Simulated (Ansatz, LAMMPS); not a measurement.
# Static equation of state of glassy 56SiO2-11K2O-15CaO-11ZnO-7TiO2 (mol %) (74 atoms)

Density of this cell: 2.81 g/cm³. The cell holds 74 atoms: 15 Si, 6 K, 4 Ca, 3 Zn, 2 Ti and 44 O. Its edges and angles: a = 10.329 Å, b = 10.289 Å, c = 10.081 Å, α = 91.0°, β = 90.0°, γ = 89.3°. The starting structure: 74 atoms (15 Si, 6 K, 4 Ca, 3 Zn, 2 Ti, 44 O) placed at random at 2.74 g/cm³, melted at 4000 K for 10 ps at fixed volume with the Morse and Coulomb pair potential with partial charges (Pedone, Malavasi, Menziani, Cormack and Segre, J. Phys. Chem. B 110, 11780 (2006)). Quenched from 4000 K to 300 K at 20 K/ps and fixed volume, held 10 ps at zero pressure.

Calculated with Ansatz 0.2.0: Kohn-Sham DFT, PBE, PAW (set soft_2), plane waves; cutoff 420 eV, Γ point, gaussian smearing of 0.05 eV. Cell and atoms were relaxed first, to V0 = 14.474 Å³ an atom at a residual P0 = -0.016 GPa. The cell was then scaled evenly, and the atoms were relaxed at each volume.

| volume (Å³/atom) | pressure (GPa) |
| --- | --- |
| 13.027 | ? |
| 13.606 | 3.440 |
| 14.040 | 1.364 |
| 14.909 | -1.589 |
| 15.343 | -3.063 |

Task: Fit the third-order Birch–Murnaghan equation to the rows given and extrapolate to the withheld row.

Worked fit:

Take the Eulerian strain f = ½[(V0/V)^(2/3) − 1] and the normalised pressure F = (P − P0) / [3f(1 + 2f)^(5/2)]. The third-order Birch–Murnaghan equation is then the line F = B0 + (3/2)B0(B′ − 4) f, so u = f and v = F.

```
      u = f  v = F (GPa)
  0.0210564      49.3386
  0.0102569      42.6294
-0.00975625      56.4578
 -0.0190506      58.7665
```

With n = 4: mean u = 6.2662e-4, mean v = 51.7981, Σ(u − ū)² = 0.0010051, Σ(u − ū)(v − v̄) = -0.32404. Slope b = -0.32404 / 0.0010051 = -322.39; intercept a = v̄ − b ū = 52.000.

So B0 = a = 52.0 GPa and B′ = 4 + 2b/(3a) = -0.133. At the withheld volume f = 0.03638, F = a + b f = 40.27 GPa, and P = P0 + 3f(1 + 2f)^(5/2) F.

Prediction at 13.027: 5.224 GPa. The run gave 6.350 GPa, so the fit is low by 1.1 GPa (18 % of the value).

The series isn't one smooth equation of state: even a line fitted to all rows, the withheld one included, misses F by up to 19.0 %, the count of bonds changes along the series and an atom moves over 0.5 Å in some relaxation. B0 and B′ are then only the numbers of this fit, not moduli of the material. Among the rows given, the largest miss of the fit is at 13.606, by 0.29 GPa (3.1 % of the range of the table).

Limits: Static cells at zero temperature; the cell shape is held. The program notes that the SCF threshold of these relaxations is loose for the stress. The quench rate of 20 K/ps is many orders above laboratory rates, so the cell is likely richer in defects and strain than a real sample. The network of bonds at the start is that of the classical potential that made the cell, and needn't be the one that DFT or experiment would give. Only the Γ point is sampled, in a cell whose shortest periodic width is 10 Å.

[Logs are printed without paths, hosts, clocks, repeated set-up lines and the standing remarks that a program may print on its own settings, such as how far it seeks lower states.]

[Hosts, paths, dates, database ids (printed as entryN), source tags and the programs' standing remarks are cut or masked in the printed files.]
